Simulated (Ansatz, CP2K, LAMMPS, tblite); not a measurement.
# Running aqueous Zn2+ and Br-, 2.1 mol of salt per kg of water at 300 K (81 atoms) with CP2K

Wanted: CP2K inputs and outputs for aqueous Zn2+ and Br-, 2.1 mol of salt per kg of water at 300 K (81 atoms), checked against a plane-wave reference.

Program: CP2K 2026.2. Level of theory: the method is named at each step. Results are calculated unless marked as measured.

### Step 1. The starting structure

The cell holds 81 atoms: 26 O, 52 H, 1 Zn and 2 Br. Cell: a = 9.404 Å, b = 9.404 Å, c = 9.404 Å, α = 90.0°, β = 90.0°, γ = 90.0°. 26 H2O, 1 Zn2+, 2 Br- placed at random, at 1.39 g/cm³; overlaps pushed apart, then 10 ps at 420 K with divalent ions of Li, Roberts, Chakravorty and Merz (J. Chem. Theory Comput. 9, 2733 (2013)); Joung-Cheatham ions (J. Phys. Chem. B 112, 9020 (2008)); SPC/E water (Berendsen, Grigera and Straatsma, J. Phys. Chem. 91, 6269 (1987)); charges of ions scaled by 0.85. Snapshot after 20 ps at 300 K and fixed volume.

The yardstick, on the same geometry:

| Property | Result |
| --- | --- |
| method | Kohn-Sham DFT, PBE, PAW, plane waves (Ansatz 0.2.0); cutoff 420 eV, Γ point, fermi-dirac smearing of 0.05 eV; PAW set soft_2 |
| r.m.s. force component | 0.597 eV/Å |
| longest force | 2.723 eV/Å |
| pressure | -0.4336 GPa |
| gap (highest filled to lowest empty level) | 3.841 eV |
| SCF cycles | 9 |
| time | 8.8 s on 4 threads of Arm Neoverse V1, shared host |
| CPU time | 22 s |

### Step 2. PBE, DZVP-UZH, 800/50 Ry, OT CG

Method: Kohn-Sham DFT, PBE, GTH-PBE pseudopotentials, Gaussian and plane waves, DZVP-MOLOPT (UZH set), orbital transformation.

input.inp

```
&GLOBAL
  PROJECT cell
  RUN_TYPE ENERGY_FORCE
  PRINT_LEVEL LOW
&END GLOBAL
&FORCE_EVAL
  METHOD QS
  STRESS_TENSOR ANALYTICAL
  &DFT
    BASIS_SET_FILE_NAME BASIS_MOLOPT_UZH
    POTENTIAL_FILE_NAME POTENTIAL_UZH
    &MGRID
      CUTOFF 800
      REL_CUTOFF 50
      NGRIDS 5
    &END MGRID
    &QS
      EPS_DEFAULT 1.0E-12
    &END QS
    &SCF
      SCF_GUESS ATOMIC
      EPS_SCF 1.0E-06
      MAX_SCF 30
      &OT
        MINIMIZER CG
        PRECONDITIONER FULL_ALL
        ENERGY_GAP 0.001
      &END OT
      &OUTER_SCF
        EPS_SCF 1.0E-06
        MAX_SCF 8
      &END OUTER_SCF
      &PRINT
        &RESTART OFF
        &END RESTART
      &END PRINT
    &END SCF
    &XC
      &XC_FUNCTIONAL PBE
      &END XC_FUNCTIONAL
    &END XC
    &PRINT
      &MULLIKEN ON
      &END MULLIKEN
      &HIRSHFELD ON
        SHAPE_FUNCTION DENSITY
      &END HIRSHFELD
      &MO_CUBES
        NHOMO 1
        NLUMO 4
        WRITE_CUBE F
      &END MO_CUBES
    &END PRINT
  &END DFT
  &SUBSYS
    &CELL
      A 9.40369 0.00000 0.00000
      B 0.00000 9.40369 0.00000
      C 0.00000 0.00000 9.40369
    &END CELL
    &COORD
      SCALED
      O 0.20996 0.99987 0.64628
      H 0.22912 0.89570 0.63683
      H 0.10645 0.01845 0.63047
      O 0.07708 0.49446 0.33685
      H 0.03080 0.57886 0.29167
      H 0.05415 0.49280 0.44068
      O 0.22636 0.28806 0.75146
      H 0.23442 0.18895 0.71375
      H 0.16642 0.34625 0.68565
      O 0.04651 0.47087 0.62159
      H 0.04063 0.54430 0.69829
      H 0.95278 0.42147 0.61254
      O 0.93920 0.76830 0.23335
      H 0.90420 0.79661 0.13701
      H 0.85757 0.76605 0.30147
      O 0.53063 0.29745 0.59884
      H 0.47127 0.22979 0.54221
      H 0.47460 0.33266 0.68207
      O 0.48472 0.32712 0.88350
      H 0.38380 0.30868 0.85550
      H 0.51101 0.42687 0.85767
      O 0.35505 0.59288 0.08677
      H 0.38404 0.64594 0.99929
      H 0.29084 0.51251 0.05982
      O 0.15986 0.96996 0.24658
      H 0.08159 0.89798 0.24563
      H 0.11830 0.06761 0.23989
      O 0.05085 0.24842 0.21548
      H 0.95560 0.21812 0.17917
      H 0.04155 0.34153 0.26599
      O 0.72234 0.11041 0.84940
      H 0.63874 0.16071 0.80710
      H 0.69727 0.07566 0.94673
      O 0.59236 0.45629 0.18526
      H 0.68879 0.48148 0.14818
      H 0.56686 0.35796 0.15381
      O 0.24302 0.86170 0.92892
      H 0.25543 0.90581 0.02489
      H 0.24900 0.93713 0.85420
      O 0.82421 0.83847 0.81874
      H 0.79381 0.94034 0.82111
      H 0.73848 0.77607 0.81066
      O 0.89041 0.50019 0.06876
      H 0.81787 0.47631 0.99476
      H 0.98415 0.51838 0.02194
      O 0.84271 0.76223 0.53135
      H 0.88748 0.85399 0.50160
      H 0.82447 0.76402 0.63610
      O 0.04180 0.65705 0.85608
      H 0.95493 0.71370 0.83258
      H 0.11843 0.72228 0.89045
      O 0.36688 0.46437 0.37738
      H 0.26839 0.43916 0.34618
      H 0.41554 0.37753 0.41477
      O 0.39421 0.14894 0.37672
      H 0.47891 0.12806 0.31591
[... 21 atom lines left out ...]
      H 0.90253 0.10615 0.61462
      Zn 0.47744 0.60743 0.26415
      Br 0.55976 0.65397 0.79742
      Br 0.67962 0.07281 0.17871
    &END COORD
    &KIND O
      BASIS_SET DZVP-MOLOPT-PBE-GTH-q6
      POTENTIAL GTH-PBE-q6
    &END KIND
    &KIND H
      BASIS_SET DZVP-MOLOPT-PBE-GTH-q1
      POTENTIAL GTH-PBE-q1
    &END KIND
    &KIND Zn
      BASIS_SET DZVP-MOLOPT-PBE-GTH-q12
      POTENTIAL GTH-PBE-q12
    &END KIND
    &KIND Br
      BASIS_SET DZVP-MOLOPT-PBE-GTH-q7
      POTENTIAL GTH-PBE-q7
    &END KIND
  &END SUBSYS
  &PRINT
    &FORCES ON
    &END FORCES
    &STRESS_TENSOR ON
    &END STRESS_TENSOR
  &END PRINT
&END FORCE_EVAL
```

Run with:

```sh
$ OMP_NUM_THREADS=1 mpirun -np 4 cp2k.psmp -i input.inp > output.txt
```

Numbers of over 12 decimals in the logs are rounded to 6 here.

Output:

```text
CP2K| version string:                                       CP2K version 2026.2
 CP2K| Input file name                                                 input.inp
 GLOBAL| Basis set file name                                    BASIS_MOLOPT_UZH
 GLOBAL| Potential file name                                       POTENTIAL_UZH
 GLOBAL| Run type                                                   ENERGY_FORCE
 GLOBAL| Total number of message passing processes                             4
 GLOBAL| Number of threads for this process                                    1
 TOTAL NUMBERS AND MAXIMUM NUMBERS
  Total number of            - Atomic kinds:                                   4
                             - Atoms:                                         81
                             - Shell sets:                                    81
                             - Shells:                                       303
                             - Primitive Cartesian functions:                404
                             - Cartesian basis functions:                    682
                             - Spherical basis functions:                    649
  Maximum angular momentum of- Orbital basis functions:                        3
                             - Local part of the GTH pseudopotential:          2
                             - Non-local part of the GTH pseudopotential:      4
 SCF PARAMETERS         Density guess:                                    ATOMIC
                        max_scf:                                              30
                        eps_scf:                                        1.00E-06
                        Outer loop SCF in use
                        eps_scf                                         1.00E-06
                        max_scf                                                8
 Extrapolation method: initial_guess
 Number of electrons:                                                        234
[... lines left out ...]
  Step     Update method      Time    Convergence         Total energy    Change
[... lines left out ...]
  Total energy:                                              -535.451012
[... lines left out ...]
  Precond_solver : DEFAULT
  Line search    : 2PNT                : 2 energies, one gradient
  stepsize       :    0.15000000                  energy_gap     :    0.00100000
  eps_taylor     :   0.10000E-15                  max_taylor     :             4
  ----------------------------------- OT ---------------------------------------
  Step     Update method      Time    Convergence         Total energy    Change
[...]
- OT LS       0.84E-01    1.3                     -535.4510638780
     3 OT CG       0.84E-01    3.5     0.00000202      -535.4510671574 -9.24E-07
     - OT LS       0.14E+00    1.2                     -535.4510671756
     4 OT CG       0.14E+00    3.1     0.00000055      -535.4510671791 -2.17E-08
  *** SCF run converged in     4 steps ***
  Electronic density on regular grids:       -234.0000000000        0.0000000000
  Core density on regular grids:              233.9999999999       -0.0000000001
  Total charge density on r-space grids:       -0.0000000001
  Total charge density g-space grids:          -0.0000000001
  Overlap energy of the core charge distribution:               3.839e-07
  Self energy of the core charge distribution:              -1288.233673
  Core Hamiltonian energy:                                    374.374306
  Hartree energy:                                             502.820376
  Exchange-correlation energy:                               -124.412076
  Total energy:                                              -535.451067
  outer SCF iter =    2 RMS gradient =   0.55E-06 energy =       -535.4510671791
  outer SCF loop converged in   2 iterations or   66 steps
 !-----------------------------------------------------------------------------!
                     Mulliken Population Analysis
 #  Atom  Element  Kind  Atomic population                           Net charge
       1     O        1          6.623921                             -0.623921
       2     H        2          0.704545                              0.295455
       3     H        2          0.698252                              0.301748
[...]
80     Br       4          7.580073                             -0.580073
      81     Br       4          7.630647                             -0.630647
 # Total charge                            234.000000                  0.000000
 !-----------------------------------------------------------------------------!
 !-----------------------------------------------------------------------------!
                           Hirshfeld Charges
  #Atom  Element  Kind  Ref Charge     Population                    Net charge
      1       O      1       6.000          6.278                        -0.278
      2       H      2       1.000          0.900                         0.100
      3       H      2       1.000          0.892                         0.108
[...]
80       Br     4       7.000          7.158                        -0.158
     81       Br     4       7.000          7.244                        -0.244
  Total Charge                                                           -0.000
 !-----------------------------------------------------------------------------!
  Eigenvalues of the occupied subspace spin            1
      -0.80297463     -0.79772117     -0.79639041     -0.79510459
      -0.79322070     -0.78898899     -0.78690079     -0.78277884
      -0.78082596     -0.77946852     -0.77757407     -0.77460062
[...]
-0.08504782     -0.07876032     -0.07744265     -0.07654001
      -0.06840426
 Fermi Energy [eV] :   -1.861375
  Using OT eigensolver for additional unoccupied orbitals spin            1
  Lowest Eigenvalues of the unoccupied subspace spin            1
 OT| Eigensolver reached convergence in 243 iterations
       0.07803675      0.13813291      0.15132607      0.15803641
 HOMO - LUMO gap [eV] :    3.984862
 ENERGY| Total FORCE_EVAL ( QS ) energy [hartree]           -535.451067
 FORCES| Atomic forces [hartree/bohr]
 FORCES|   Atom     x               y               z               |f|
 FORCES|      1 -6.88674308E-03  1.59029101E-02  1.20121138E-02   2.10860299E-02
 FORCES|      2 -5.09408621E-03  2.52881616E-03 -4.17262163E-03   7.05375054E-03
 FORCES|      3  1.51408535E-02 -1.16611459E-02 -7.41119258E-03   2.04976473E-02
[...]
FORCES|     80 -4.80583219E-03 -5.75466794E-03  1.55922243E-05   7.49749753E-03
 FORCES|     81  6.04601500E-03  8.20688728E-03  8.78661479E-03   1.34577820E-02
 FORCES| Sum     1.32721542E-03  3.16504582E-04 -2.61978406E-03
 FORCES| Total atomic force                                       2.95380169E-03
 STRESS| Analytical stress tensor [bar]
 STRESS|                        x                   y                   z
 STRESS|      x        4.12384164970E+03  -7.01012601262E+03  -5.30924797271E+03
 STRESS|      y       -7.01012601262E+03   5.54807179156E+03   3.09687843648E+03
 STRESS|      z       -5.30924797271E+03   3.09687843648E+03   3.31806165975E+03
 STRESS| 1/3 Trace                                             4.32999170034E+03
```

Wall time 2.6 min (4 MPI ranks of Arm Neoverse V1, shared host); peak memory 2.6 GiB.

Banners, paths, timers and routine set-up lines are dropped from the logs unmarked, and long logs keep their key lines alone; longer cuts are marked.

Against the reference:

- r.m.s. force component: 0.544 eV/Å
- r.m.s. difference of force components: 119.9 meV/Å
- longest difference of force vectors: 290.5 meV/Å
- force difference over r.m.s. force: 20.09 %
- slope of forces against the reference's: 0.895
- correlation of force components: 0.9822
- gap (highest filled to lowest empty level): 3.985 eV
- gap difference: 0.1444 eV
- pressure: 0.433 GPa
- pressure difference: 0.8666 GPa

Length of the force difference by element (eV/Å):

```tsv
element	atoms	mean	most
Br	2	0.045	0.059
H	52	0.20	0.25
O	26	0.22	0.29
Zn	1	0.081	0.081
```

A closer look about O25, picked at random: 9 atoms, nearest first, numbered in the order of the input, with positions taken from that point.

```tsv
atom	x	y	z	distance (Å)	bonds	Hirshfeld charge (e)	Fx	Fy	Fz (eV/Å)
O25	0.00	0.00	0.00	0.00	2	-0.26	0.05	-0.08	-0.27
H27	-0.39	0.92	-0.06	1.00	1	0.12	0.02	-0.42	-0.06
H26	-0.74	-0.68	-0.01	1.00	1	0.11	-0.20	0.54	0.15
H63	1.10	-1.49	0.28	1.87	1	0.13	0.74	-0.31	0.62
H57	1.44	1.11	0.94	2.04	1	0.12	0.95	0.25	0.26
H38	0.90	-0.60	-2.08	2.35	1	0.14	-0.24	-0.12	-0.93
O13	-2.08	-1.90	-0.12	2.81	2	-0.21	-0.17	0.31	-0.07
O61	1.74	-2.08	0.77	2.82	3	-0.22	-1.52	1.72	0.83
O28	-1.03	2.62	-0.29	2.83	2	-0.21	-1.03	-1.60	-0.29
```

Forces lie 20 % from the reference's, at 28 times its CPU time; the SCF took 66 steps, which the time reflects.

### Step 3. GFN1-xTB, OT DIIS

Method: GFN1-xTB tight binding (the program's own implementation), orbital transformation.

input.inp

```
&GLOBAL
  PROJECT cell
  RUN_TYPE ENERGY_FORCE
  PRINT_LEVEL LOW
&END GLOBAL
&FORCE_EVAL
  METHOD QS
  STRESS_TENSOR ANALYTICAL
  &DFT
    &QS
      METHOD XTB
      &XTB
        GFN_TYPE 1
        DO_EWALD T
        CHECK_ATOMIC_CHARGES F
      &END XTB
    &END QS
    &SCF
      SCF_GUESS ATOMIC
      EPS_SCF 1.0E-06
      MAX_SCF 30
      &OT
        MINIMIZER DIIS
        PRECONDITIONER FULL_SINGLE_INVERSE
      &END OT
      &OUTER_SCF
        EPS_SCF 1.0E-06
        MAX_SCF 8
      &END OUTER_SCF
      &PRINT
        &RESTART OFF
        &END RESTART
      &END PRINT
    &END SCF
    &PRINT
      &MULLIKEN ON
      &END MULLIKEN
      &MO_CUBES
        NHOMO 1
        NLUMO 4
        WRITE_CUBE F
      &END MO_CUBES
    &END PRINT
  &END DFT
  &SUBSYS
    &CELL
      A 9.40369 0.00000 0.00000
      B 0.00000 9.40369 0.00000
      C 0.00000 0.00000 9.40369
    &END CELL
    &COORD
      O 1.97440 9.40247 6.07742
      H 2.15457 8.42289 5.98855
      H 1.00102 0.17350 5.92874
      O 0.72484 4.64975 3.16763
      H 0.28963 5.44342 2.74277
      H 0.50921 4.63414 4.14402
      O 2.12862 2.70883 7.06650
      H 2.20441 1.77683 6.71188
      H 1.56496 3.25603 6.44764
      O 0.43737 4.42792 5.84524
      H 0.38207 5.11843 6.56650
      H 8.95965 3.96337 5.76014
      O 8.83195 7.22486 2.19435
      H 8.50282 7.49107 1.28840
      H 8.06432 7.20370 2.83493
      O 4.98988 2.79713 5.63131
      H 4.43168 2.16087 5.09877
      H 4.46299 3.12823 6.41397
      O 4.55816 3.07614 8.30816
      H 3.60914 2.90273 8.04486
[... 57 atom lines left out ...]
      H 8.48711 0.99820 5.77970
      Zn 4.48970 5.71208 2.48398
      Br 5.26381 6.14973 7.49869
      Br 6.39094 0.68468 1.68053
    &END COORD
  &END SUBSYS
  &PRINT
    &FORCES ON
    &END FORCES
    &STRESS_TENSOR ON
    &END STRESS_TENSOR
  &END PRINT
&END FORCE_EVAL
```

Run with:

```sh
$ OMP_NUM_THREADS=1 cp2k.psmp -i input.inp > output.txt
```

Output:

```text
CP2K| version string:                                       CP2K version 2026.2
 CP2K| Input file name                                                 input.inp
 GLOBAL| Basis set file name                                           BASIS_SET
 GLOBAL| Potential file name                                           POTENTIAL
 GLOBAL| Run type                                                   ENERGY_FORCE
 GLOBAL| Total number of message passing processes                             1
 GLOBAL| Number of threads for this process                                    1
                  #####   #####        #          ####### ######
                 #     # #     #      #              #    #     #
                 #     # #           #    ##   ##    #    #     #
[... lines left out ...]
 Number of electrons:                                                        224
[... lines left out ...]
  Step     Update method      Time    Convergence         Total energy    Change
[... lines left out ...]
  *** SCF run converged in    17 steps ***
[... lines left out ...]
  Total energy:                                              -159.021640
[... lines left out ...]
  outer SCF loop converged in   1 iterations or   17 steps
[... lines left out ...]
       4     O          1                 6.708571                     -0.708571
       7     O          1                 6.721010                     -0.721010
[...]
80     Br         4                 7.392586                     -0.392586
      81     Br         4                 7.426271                     -0.426271
 # Total charge                         224.000000                     -0.000000
  Eigenvalues of the occupied subspace spin            1
      -0.72835976     -0.72352312     -0.71878242     -0.71659667
      -0.71534652     -0.71465572     -0.71425096     -0.71391268
      -0.71180120     -0.71093271     -0.70917836     -0.70777325
[...]
-0.41719267     -0.41441911     -0.29600459     -0.29289452
      -0.29087432     -0.26934986     -0.26904424     -0.26452545
 Fermi Energy [eV] :   -7.198104
 ENERGY| Total FORCE_EVAL ( QS ) energy [hartree]           -159.021640
 FORCES| Atomic forces [hartree/bohr]
 FORCES|   Atom     x               y               z               |f|
 FORCES|      1 -1.81687929E-02  2.55376312E-03  5.54702342E-03   1.91675823E-02
 FORCES|      2 -6.54446972E-03  1.70259444E-02 -1.96204025E-03   1.83456390E-02
 FORCES|      3  2.66728379E-02 -1.19891955E-02 -3.08947801E-04   2.92451113E-02
[...]
FORCES|     80 -6.47288213E-03 -2.63502680E-03  3.75998703E-03   7.93593547E-03
 FORCES|     81 -5.18643657E-03 -4.00541344E-05 -5.95027827E-04   5.22061172E-03
 FORCES| Sum     4.99426889E-15  9.62570952E-15  4.92054314E-15
 FORCES| Total atomic force                                       1.19083479E-14
 STRESS| Analytical stress tensor [bar]
 STRESS|                        x                   y                   z
 STRESS|      x       -5.59734751224E+04  -7.13184090386E+03  -2.09740076098E+03
 STRESS|      y       -7.13184090386E+03  -5.16376696675E+04   1.31985082272E+03
 STRESS|      z       -2.09740076098E+03   1.31985082272E+03  -5.71554130793E+04
 STRESS| 1/3 Trace                                            -5.49221859564E+04
```

Run time: 2.9 s. Hardware: 1 thread; peak memory 0.3 GiB.

Numbers from this run, and their distance from the reference:

```
r.m.s. force component                  : 0.7062 eV/Å
r.m.s. difference of force components   : 357.5 meV/Å
longest difference of force vectors     : 1072 meV/Å
force difference over r.m.s. force      : 59.87 %
slope of forces against the reference's : 1.02
correlation of force components         : 0.8626
pressure                                : -5.492 GPa
pressure difference                     : -5.059 GPa
```

Against the first run (20 %), the force difference from the reference is 60 %, at 0.0046 times the CPU time (on 1 against 4 cores) (17 SCF steps against 66); the model has changed, so this is no error of the program alone.

(Continued in part 2 of 2.)

[Also dropped from logs without a mark: logging warnings of Python, and SIESTA's first energy breakdown and zero terms.]

[Logs are printed without paths, hosts, clocks, repeated set-up lines and the standing remarks that a program may print on its own settings, such as how far it seeks lower states.]

[Hosts, paths, dates, database ids (printed as entryN), source tags and the programs' standing remarks are cut or masked in the printed files.]
